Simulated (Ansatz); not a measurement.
## BaLiCl3 (built on the sites of a database entry of BaLiF3): a soft mode frozen in

Aim: this structure of BaLiCl3 (built on the sites of a database entry of BaLiF3) is to be tested for unstable modes, and one is followed downhill.

Program: Ansatz 0.2.0. Level of theory: DFT PBEsol, scalar-relativistic, plane waves, PAW. Results are calculated unless marked as measured.

The structure was built from a prototype and need not be the compound's stable phase.

**1. Starting point**

The structure is cubic, space group Pm-3m (No. 221). The conventional cell has a = 4.792 Å, b = 4.792 Å, c = 4.792 Å, α = 90.00°, β = 90.00°, γ = 90.00°. Nearest to Ba lie 12 Cl at 3.39 Å. Nearest to Li lie 6 Cl at 2.40 Å. Nearest to Cl lie 2 Li at 2.40 Å and 4 Ba at 3.39 Å. Farther neighbours and most contacts between anions are not listed.

**2. Phonons on a q mesh**

The cell comes from relaxations at this level that are not shown. Stability and thermal properties need the whole zone. Linear response on a 2×2×2 q mesh gives force constants as far as a supercell of that size would, and the tensors from the zone-centre run are typed in so that the long-range dipole term is interpolated apart.

Input file input.yaml:

```yaml
crystal:
  lattice:
    - [4.7920317519, 0.0, 0.0]
    - [0.0, 4.7920317519, 0.0]
    - [0.0, 0.0, 4.7920317519]
  atoms:
    - { symbol: Ba, position: [0.0, 0.0, 0.0] }
    - { symbol: Li, position: [0.5, 0.5, 0.5] }
    - { symbol: Cl, position: [0.0, 0.5, 0.5] }
    - { symbol: Cl, position: [0.5, 0.5, 0.0] }
    - { symbol: Cl, position: [0.5, 0.0, 0.5] }
kpoints:
  mp_grid: { grid: [4, 4, 4] }
hamiltonian:
  xc: pbesol
scf:
  occupations: { method: fixed }
output:
  eigenvalues: true
phonons:
  method: dfpt
  qmesh: [2, 2, 2]
  temperatures: { t_max: 1000, t_step: 50 }
  qpath:
    path:
      - [[0.0, 0.0, 0.0], [0.0, 0.5, 0.0], [0.5, 0.5, 0.0], [0.0, 0.0, 0.0], [0.5, 0.5, 0.5], [0.0, 0.5, 0.0]]
      - [[0.5, 0.5, 0.5], [0.5, 0.5, 0.0]]
    npoints: 10
  non_analytic_term:
    high_frequency_dielectric_tensor: [[3.5537, 0.0, 0.0], [0.0, 3.5537, 0.0], [0.0, 0.0, 3.5537]]
    born_effective_charges:
      - { species: Ba, tensor: [[2.9146, 0.0, 0.0], [0.0, 2.9146, 0.0], [0.0, 0.0, 2.9146]] }
      - { species: Li, tensor: [[1.1162, 0.0, 0.0], [0.0, 1.1162, 0.0], [0.0, 0.0, 1.1162]] }
      - { species: Cl, tensor: [[-1.2287, 0.0, 0.0], [0.0, -1.401, 0.0], [0.0, 0.0, -1.401]] }
      - { species: Cl, tensor: [[-1.401, 0.0, 0.0], [0.0, -1.401, 0.0], [0.0, 0.0, -1.2287]] }
      - { species: Cl, tensor: [[-1.401, 0.0, 0.0], [0.0, -1.2287, 0.0], [0.0, 0.0, -1.401]] }
    source: "zone-centre run at this cell"
```

The run is started by

```
ansatz run input.yaml --threads 4 --pin off --max-ram 7168MiB --backend cpu --events-out ev --progress --plain --runs-dir out
```

Numbers of over 12 decimals in the logs are rounded to 6 here.

Output:

```text
Engine: ansatz 0.2.0, aarch64-unknown-linux-gnu
Pseudopotentials: kind: paw
Pseudopotential: Ba, paw, valence charge 10, recommended cutoff 420 eV (normal), Ba.paw.azcp
Pseudopotential: Li, paw, valence charge 3, recommended cutoff 420 eV (normal), Li.paw.azcp
Pseudopotential: Cl, paw, valence charge 7, recommended cutoff 420 eV (normal), Cl.paw.azcp
Functional definition: PBEsol
  exchange = pbesol_x
  correlation = pbesol_c
Crystal: 5 atoms, lattice volume = 110.042 Å³
Basis set: ecut = 420 eV, 2109 PW (Γ), exchange–correlation on 72×72×72 points (8 copies of the dense FFT grid, shifted against one another)
Bands: 22, of which v1, the nominal top of the filled ones, is band 17 counted from 1 (16 counted from 0)
Symmetry: 48 space group operations
k-points: 10 of 64
Non-local potential: Ba, projectors of the file, l = 0: 3, l = 1: 2, l = 2: 2, l = 3: 2
Non-local potential: Li, projectors of the file, l = 0: 3, l = 1: 2, l = 2: 1
Non-local potential: Cl, projectors of the file, l = 0: 2, l = 1: 2, l = 2: 2
PAW form: soft (Blöchl's): semilocal exchange-correlation on the pseudo side does not see the compensation charge
PAW frozen core: Ba, regenerated for the run's functional, and the local potential with it (the file was generated under x = pbe(κ = 0.804, μ = 0.219515), c = pbe(β = 0.066725))
PAW frozen core: Cl, regenerated for the run's functional, and the local potential with it (the file was generated under x = pbe(κ = 0.804, μ = 0.219515), c = pbe(β = 0.066725))
PAW one-centre angular grid: Ba, 194 points (default); XC on 64 Gauss nodes
PAW one-centre angular grid: Li, 110 points (default); XC on 64 Gauss nodes
PAW one-centre angular grid: Cl, 110 points (default); XC on 64 Gauss nodes
Initial density: superposition of atomic densities (neutral atoms: chi_scale 0, normalization atom), corrected by the library's trained network
Initial wavefunctions: pseudopotential atomic-orbital guess
Functional: x = pbesol(κ = 0.804, μ = 0.123457), c = pbesol(β = 0.046)
SCF iter   1: F=—  HF=-9259.192795 eV  |F-HF|=—  |Δ(HF+E_count)|=         —  Δρ=4.02e-3  dr2=2.48e-2  ethr=1.77e-3  ⟨swp⟩=5.5  Hψ=1004  notcnv=0  defer=24
preconditioner: auto → Resta (q_TF=auto, 2.243 Å⁻¹)  ε∞=3.7  [insulator: Δε(μ)=4.037 eV  Ē_g=11.907 eV  n_scr=18 (ndim 8)  ℏωp=19.4 eV  f_vac=0.000  ε∞_Penn≈3.7]
SCF iter   2: F=—  HF=-9259.184840 eV  |F-HF|=—  |Δ(HF+E_count)|=   7.96e-3  Δρ=1.95e-3  dr2=6.15e-3  ethr=7.29e-5  ⟨swp⟩=3.2  Hψ=467  notcnv=0  defer=30
SCF iter   3: F=—  HF=-9259.183677 eV  |F-HF|=—  |Δ(HF+E_count)|=   1.16e-3  Δρ=5.39e-4  dr2=2.37e-4  ethr=1.81e-5  ⟨swp⟩=3.0  Hψ=388  notcnv=0  defer=28
SCF iter   4: F=—  HF=-9259.183685 eV  |F-HF|=—  |Δ(HF+E_count)|=   7.86e-6  Δρ=1.83e-4  dr2=7.06e-5  ethr=6.98e-7  ⟨swp⟩=2.0  Hψ=373  notcnv=0  defer=28
SCF iter   5: F=—  HF=-9259.183676 eV  |F-HF|=—  |Δ(HF+E_count)|=   8.48e-6  Δρ=6.94e-5  dr2=1.13e-5  ethr=2.08e-7  ⟨swp⟩=2.4  Hψ=357  notcnv=0  defer=17
SCF iter   6: F=—  HF=-9259.183676 eV  |F-HF|=—  |Δ(HF+E_count)|=   1.41e-7  Δρ=1.87e-5  dr2=9.30e-7  ethr=3.32e-8  ⟨swp⟩=2.0  Hψ=293  notcnv=0  defer=12
SCF iter   7: F=—  HF=-9259.183675 eV  |F-HF|=—  |Δ(HF+E_count)|=   6.14e-7  Δρ=3.52e-6  dr2=3.31e-8  ethr=2.73e-9  ⟨swp⟩=2.2  Hψ=327  notcnv=0  defer=12
SCF iter   8: F=—  HF=-9259.183675 eV  |F-HF|=—  |Δ(HF+E_count)|=   1.06e-8  Δρ=2.93e-7  dr2=2.04e-10  ethr=9.73e-11  ⟨swp⟩=2.1  Hψ=360  notcnv=0  defer=12
SCF iter   9: F=—  HF=-9259.183675 eV  |F-HF|=—  |Δ(HF+E_count)|=    0.00e0  Δρ=8.03e-8  dr2=1.54e-11  ethr=1.00e-12  ⟨swp⟩=2.3  Hψ=321  notcnv=0  defer=12
SCF iter  10: F=-9259.183675 eV  HF=-9259.183675 eV  |F-HF|=0.00e0  |Δ(HF+E_count)|=  3.64e-12  Δρ=6.95e-9  dr2=5.59e-14  ethr=1.00e-12  ⟨swp⟩=12.8  Hψ=1665  notcnv=0
SCF 1 converged in 10 iterations: F = -9259.183675 eV  dr2 = 5.59e-14
  greatest PAW one-centre occupation: 1.000 electrons in one spin orbital (limit 2), on the Li atom at site 1 (counted from 0), in its partial waves of l = 0
NSCF: frozen V_eff on 10 k-points
NSCF: frozen V_eff on 27 k-points
DFPT response loops at q = (0, 0, 0) (fractional): preconditioner auto → none (the input reference at scf.mixing.eps_inf says where Resta's filter doesn't serve); β = 0.50; Broyden in place of MSR1
NSCF: frozen V_eff on 54 k-points
DFPT response loops at q = (0, 0, -0.5) (fractional): preconditioner auto → Resta (q_TF=auto, 2.243 Å⁻¹)  ε∞=3.8 (no band partly filled); β = 1.00, the filter's whole step (`scf.mixing.beta` (0.50) is not read by the response loops at its default; to damp them type it under 1.00, their step now; it binds the ground state too); Broyden in place of MSR1
NSCF: frozen V_eff on 54 k-points
DFPT response loops at q = (0, -0.5, -0.5) (fractional): mixed as the last ones told, above
NSCF: frozen V_eff on 54 k-points
DFPT response loops at q = (-0.5, -0.5, -0.5) (fractional): preconditioner auto → none (the input reference at scf.mixing.eps_inf says where Resta's filter doesn't serve); β = 0.50; Broyden in place of MSR1
SCF converged after 10 iterations
Free energy (F): -9259.183675 eV
Harris-Foulkes:  -9259.183675 eV  (|F-HF|=0.00e0)
Internal energy: -9259.183675 eV  (E = F + TS)
E sigma→0 (E₀):  -9259.183675 eV
Fermi energy:    4.670161 eV
--- Per-component energies (eV) ---
  E_band       = -147.317228
  E_kinetic    = 675.428142
  E_local      = -936.507022  (includes V_loc(G=0)·N_el)
  E_nonlocal   = 111.699807
  E_hartree    = 279.609463
  E_xc         = -497.732230
  E_vxc        = -516.625964  (∫ρ·V_xc dr)
  E_paw        = -7085.405867  (= ΣΔE_a)
  E_vpaw       = -40.531401  (= ΣTr[D̂ρ^β])
  E_aug_tail   = 0.000285  (compensation charges beyond the density's cutoff)
  E_ewald      = -1806.662983
  E_core_change = 0.386729  (= ΣΔE_core)
  E_smearing   = -0.000000  (= −TS)
  E_closure    = 0.000000  (closes the sum)
  Σ components = -9259.183675   (vs F -9259.183675, Δ=0.00e0)
--- Band table (eV; the first three rows and the last of 10) ---
  k-point 0: bands = [... 13 lower, 3.6953, 4.6161, 4.6161, 4.6161, 8.8193, 8.8193, 9.8180, 10.0821, ... 1 higher]
  k-point 1: bands = [... 13 lower, 3.5174, 4.0134, 4.4006, 4.4006, 9.4799, 9.6583, 10.2668, 10.8277, ... 1 higher]
  k-point 2: bands = [... 13 lower, 3.3970, 3.3970, 4.1657, 4.1657, 10.5022, 10.5043, 10.6459, 11.9833, ... 1 higher]
  k-point 9: bands = [... 13 lower, 4.5570, 4.6702, 4.6702, 4.6702, 10.1520, 10.1520, 10.1520, 11.1508, ... 1 higher]
--- Phonons (Γ-DFPT): 4 representative perturbations + reference (Σ response iterations 12) ---
  ASR residual: 2.163e-4 → 0.000e0 eV/Å²; symmetrization residual: 1.279e-6 eV/Å²
  ASR residual per site (eV/Å²): 2.22e-6 2.16e-4 6.53e-5 6.53e-5 6.53e-5
  Γ frequencies (cm⁻¹): 0.00 0.00 0.00 38.65 38.65 38.65 91.04 91.04 91.04 183.35 183.35 183.35 339.68 339.68 339.68
--- Phonons (arbitrary-q DFPT): 4 irreducible q on the 2×2×2 mesh ---
  q = [0.0000, 0.0000, 0.0000] (star 1, of the zone-centre solve; hermiticity 4.61e-7, symmetrization 1.05e-12): -0.00 -0.00 -0.00 38.65 38.65 38.65 91.04 91.04 91.04 183.35 183.35 183.35 339.68 339.68 339.68
  q = [0.0000, 0.0000, -0.5000] (star 3, 9 solved perturbations in 216 linear systems a pass and spin channel, the states on 27 of 64 k-point pairs; hermiticity 4.24e-7, symmetrization 3.78e-13): 29.56 29.56 71.69 71.69 96.50 108.81 109.62 109.62 154.85 176.92 176.92 225.70 340.16 340.16 362.78
  q = [0.0000, -0.5000, -0.5000] (star 3, 9 solved perturbations in 216 linear systems a pass and spin channel, the states on 27 of 64 k-point pairs; hermiticity 7.12e-7, symmetrization 7.89e-14): -73.12 31.63 53.55 53.55 116.14 116.14 119.47 119.47 164.73 177.72 182.86 247.25 340.82 363.13 363.13
  q = [-0.5000, -0.5000, -0.5000] (star 1, 4 solved perturbations in 81 linear systems a pass and spin channel, the states on 27 of 64 k-point pairs; hermiticity 7.04e-7, symmetrization 1.36e-12): -81.95 -81.95 -81.95 43.16 43.16 43.16 167.26 167.26 167.26 175.39 175.39 266.44 368.44 368.44 368.44
  sum rule: each row above includes the acoustic sum rule's correction from the zone centre's row sums; it moved no ω² by more than (2.91 cm⁻¹)²
  mesh force constants: q→R imaginary residual 6.22e-18; ASR residual 2.163e-4 → 0.000e0 eV/Å²; symmetrization residual 5.329e-15 eV/Å²
  interpolated dispersion: 63 rows × 15 modes
  density of states and harmonic sums: on the 14×14×14 q-mesh, interpolated from the force constants of a 2×2×2 supercell (with the dipole–dipole term of supplied tensors)
  largest difference from the sums on the solved wave vectors: F 1.18e-1 eV, S 1.55e-4 and C_V 4.17e-5 eV/K
  zero-point energy: 0.147061 eV/cell   skipped modes (ω ≤ 0): 93, of them read as no rigid motion or as one in doubt: 90 (6.888e-1 modes/cell left out, lowest -81.95 cm⁻¹)   left out of the sums: 4.60e-2 of the cell's modes: C_V's classical limit lies that fraction below 3 k_B per atom; for a crystal, a wire or a layer, F and S can be off by more, and a phonons.interpolated_qmesh denser along its periods is the remedy for the sampling
```

It took 42 s on 4 threads of Arm Neoverse V2, shared host; peak memory 0.61 GiB.

A gap read on the k-mesh alone can miss the band edges.

This step gave:

```
gap on the k-mesh                                       : 4.149 eV
volume per atom                                         : 22.01 Å³
sum-rule residual before enforcement                    : 2.16e-4 eV/Å²
lowest frequency on the path                            : -81.95 cm⁻¹
point group                                             : m-3m
highest frequency on the path or at a solved wavevector : 381.3 cm⁻¹
highest optical mode at the zone centre (no LO-TO term) : 339.7 cm⁻¹
lowest optical zone-centre mode                         : 38.65 cm⁻¹
lowest mode on the q mesh (acoustic modes at Γ apart)   : -81.95 cm⁻¹
```

Frequencies (cm⁻¹) solved at each irreducible wavevector; negative means imaginary. Frequencies by wavevector, by row:

```
q in reciprocal lattice units  star  mode 1  mode 2  mode 3  mode 4  mode 13  mode 14  mode 15
                        0 0 0     1       0       0       0    38.6    339.7    339.7    339.7
                     0 0 -0.5     3    29.6    29.6    71.7    71.7    340.2    340.2    362.8
                  0 -0.5 -0.5     3   -73.1    31.6    53.5    53.5    340.8    363.1    363.1
               -0.5 -0.5 -0.5     1     -82     -82     -82    43.2    368.4    368.4    368.4
```

Interpolated from a 2×2×2 q mesh, with the LO-TO term (at Γ the limit along the path; where Γ stands inside the path, tables give the limit on arrival). Phonon branches along the path, in cm⁻¹:

```
    point  branch 1  branch 2  branch 3  branch 4  branch 12  branch 13  branch 14  branch 15
        Γ         0         0         0        39        203        340        340        381
  halfway        26        26        57        57        208        340        340        373
        X        30        30        72        72        226        340        340        363
  halfway        12        31        45        71        230        340        353        362
        M       -73        32        54        54        247        341        363        363
  halfway        29        44        50        60        217        340        343        371
        Γ         0         0         0        39        203        340        340        381
  halfway        42        42        46        46        225        346        346        370
        R       -82       -82       -82        43        266        368        368        368
  halfway       -21        -9        41        46        238        348        358        364
        X        30        30        72        72        226        340        340        363
jump to R       -82       -82       -82        43        266        368        368        368
  halfway       -78       -23       -23        38        253        355        366        366
        M       -73        32        54        54        247        341        363        363
```

Symmetry leaves 4 wavevectors to solve. The lowest mode among them, the acoustic zeros apart, lies at q = (-0.5, -0.5, -0.5) and is imaginary, 82.0i cm⁻¹, so the energy falls along it.

**3. The mode frozen in, largest atomic shift 0 Å**

The mode followed lies at q = (0, -0.5, -0.5) with frequency 73.1i cm⁻¹, one of the unstable modes though not the softest. At small amplitude the distorted cell has space group no. 127 by a symmetry search on the positions. The undistorted cell that holds it gives the zero of energy on the same k mesh.

System of this step: BaLiCl3 (built on the sites of a database entry of BaLiF3). It takes space group Pm-3m (No. 221, cubic). The conventional cell has a = 4.792 Å, b = 4.792 Å, c = 4.792 Å, α = 90.00°, β = 90.00°, γ = 90.00°. Nearest to Ba lie 12 Cl at 3.39 Å. Li has 6 Cl at 2.40 Å nearest. Nearest to Cl lie 2 Li at 2.40 Å and 4 Ba at 3.39 Å. Nearest to Cl lie 2 Li at 2.40 Å and 4 Ba at 3.39 Å. Farther neighbours and most contacts between anions are not listed.

Input file input.yaml:

```yaml
crystal:
  lattice:
    - [-4.7920317519, 0.0, 0.0]
    - [0.0, -4.7920317519, -4.7920317519]
    - [0.0, -4.7920317519, 4.7920317519]
  atoms:
    - { symbol: Ba, position: [1.0, 1.0, 0.0] }
    - { symbol: Ba, position: [1.0, 0.5, 0.5] }
    - { symbol: Li, position: [0.5, 0.0, 0.5] }
    - { symbol: Li, position: [0.5, 0.5, 0.0] }
    - { symbol: Cl, position: [0.0, 0.0, 0.5] }
    - { symbol: Cl, position: [0.0, 0.5, 0.0] }
    - { symbol: Cl, position: [0.5, 0.75, 0.75] }
    - { symbol: Cl, position: [0.5, 0.25, 0.25] }
    - { symbol: Cl, position: [0.5, 0.75, 0.25] }
    - { symbol: Cl, position: [0.5, 0.25, 0.75] }
kpoints:
  mp_grid: { grid: [4, 4, 4] }
hamiltonian:
  xc: pbesol
scf:
  occupations: { method: gaussian, width: 0.02 }
output:
  forces: true
  stress: true
  eigenvalues: true
```

Output:

```text
[...]
Crystal: 10 atoms, lattice volume = 220.084 Å³
Basis set: ecut = 420 eV, 4269 PW (Γ), exchange–correlation on 72×96×96 points (8 copies of the dense FFT grid, shifted against one another)
Bands: 44, of which v1, the nominal top of the filled ones, is band 34 counted from 1 (33 counted from 0)
Symmetry: 32 space group operations
[...]
k-points: 18 of 64
[...]
k-point 0: bands = [... 30 lower, 4.6099, 4.6160, 4.6160, 4.6161, 8.8194, 8.8194, 9.8180, 10.0820, ... 5 higher]
  k-point 1: bands = [... 30 lower, 4.2577, 4.4859, 4.5811, 4.6088, 9.1959, 9.1981, 10.2517, 10.3692, ... 5 higher]
  k-point 2: bands = [... 30 lower, 4.1057, 4.1057, 4.5970, 4.5970, 9.8721, 9.8721, 10.2014, 10.2014, ... 5 higher]
  k-point 17: bands = [... 30 lower, 4.5312, 4.5312, 4.6100, 4.6100, 10.9132, 10.9132, 10.9444, 10.9444, ... 5 higher]
[key lines of the parts left out:]
SCF converged after 6 iterations
Free energy (F): -18518.367588 eV
Fermi energy:    6.744733 eV
P = ⅓ Tr σ = 0.0018 GPa (0.018 kbar)
```

The job ended after 2.7 s (4 threads; peak memory 0.65 GiB; 10 s of CPU time).

Numbers from this step:

```yaml
pressure: 0.001839 GPa
energy_from_the_undistorted_cell: 0 meV/atom
```

At this level the gap is 4.15 eV on the k-mesh of the self-consistent run, which can miss the band edges.

**4. The mode frozen in, largest atomic shift 0.45 Å**

The atoms are moved along the unstable eigenvector, the largest shift by 0.45 Å, with the cell fixed.

Changes to input.yaml since step 3:

```diff
@@ -12,6 +12,6 @@
     - { symbol: Cl, position: [0.0, 0.5, 0.0] }
-    - { symbol: Cl, position: [0.5, 0.75, 0.75] }
-    - { symbol: Cl, position: [0.5, 0.25, 0.25] }
-    - { symbol: Cl, position: [0.5, 0.75, 0.25] }
-    - { symbol: Cl, position: [0.5, 0.25, 0.75] }
+    - { symbol: Cl, position: [0.5, 0.7030470557, 0.7030470557] }
+    - { symbol: Cl, position: [0.5, 0.2969529443, 0.2969529443] }
+    - { symbol: Cl, position: [0.5, 0.7969529443, 0.2030470557] }
+    - { symbol: Cl, position: [0.5, 0.2030470557, 0.7969529443] }
 kpoints:
```

Output:

```text
[...]
Crystal: 10 atoms, lattice volume = 220.084 Å³
Basis set: ecut = 420 eV, 4269 PW (Γ), exchange–correlation on 72×96×96 points (8 copies of the dense FFT grid, shifted against one another)
Bands: 44, of which v1, the nominal top of the filled ones, is band 34 counted from 1 (33 counted from 0)
Symmetry: 16 space group operations
[...]
k-points: 18 of 64
[...]
k-point 0: bands = [... 30 lower, 4.2252, 4.4673, 4.5155, 4.5155, 8.8895, 9.4021, 10.1412, 10.1412, ... 5 higher]
  k-point 1: bands = [... 30 lower, 4.1235, 4.2187, 4.3368, 4.4791, 9.2498, 9.7187, 10.3766, 10.3811, ... 5 higher]
  k-point 2: bands = [... 30 lower, 3.9695, 3.9695, 4.3677, 4.3677, 10.0477, 10.0477, 10.3899, 10.3899, ... 5 higher]
  k-point 17: bands = [... 30 lower, 4.3335, 4.3335, 4.3721, 4.3721, 10.8070, 10.8070, 10.8674, 10.8674, ... 5 higher]
[key lines of the parts left out:]
SCF converged after 6 iterations
Free energy (F): -18518.491016 eV
Fermi energy:    6.702505 eV
P = ⅓ Tr σ = 1.1452 GPa (11.452 kbar)
```

The job ended after 2.6 s (4 threads; peak memory 0.65 GiB; 9.7 s of CPU time).

Numbers from this step:

```yaml
pressure: 1.145 GPa
gap_on_the_k_mesh: 4.374 eV
energy_from_the_undistorted_cell: -12.34 meV/atom
```

The energy, extrapolated to zero smearing, is -12.34 meV/atom against the undistorted cell.

The run ends at a pressure of 1.15 GPa, with forces up to 0.022 eV/Å.

**5. Energy along the mode, all amplitudes (two of the runs are shown above)**

An imaginary frequency means negative curvature, so the energy should fall and then rise again as anharmonic terms take over.

This step gave:

```yaml
depth_at_the_lowest_point_sampled: 12.34 meV/atom
largest_atomic_shift_at_that_point: 0.45 Å
```

Table of energy from the parent by largest atomic shift:

```
largest atomic shift (Å)  energy from the parent (meV/atom)
                   0.000                                  0
                   0.040                             -0.222
                   0.080                             -0.874
                   0.140                              -2.57
                   0.220                              -5.76
                   0.320                              -9.99
                   0.450                              -12.3
                   0.600                              -3.05
```

Displacement at unit largest shift by atom:

```
atom  x (Å)  y (Å)  z (Å)  size
 Ba1   0.00   0.00   0.00  0.00
 Ba2   0.00   0.00   0.00  0.00
 Li3   0.00   0.00   0.00  0.00
 Li4   0.00   0.00   0.00  0.00
 Cl5   0.00   0.00   0.00  0.00
 Cl6   0.00   0.00   0.00  0.00
 Cl7   0.00   1.00   0.00  1.00
 Cl8   0.00  -1.00   0.00  1.00
 Cl9   0.00   0.00  -1.00  1.00
Cl10   0.00   0.00   1.00  1.00
```

The lowest of the steps tried is at 0.45 Å, 12.3 meV/atom below the parent; the bottom of the well need not coincide with a step.

(Part 1 of 2 ends here.)

[Logs are printed without paths, hosts, clocks, repeated set-up lines and the standing remarks that a program may print on its own settings, such as how far it seeks lower states.]

[Hosts, paths, dates, database ids (printed as entryN), source tags and the programs' standing remarks are cut or masked in the printed files.]
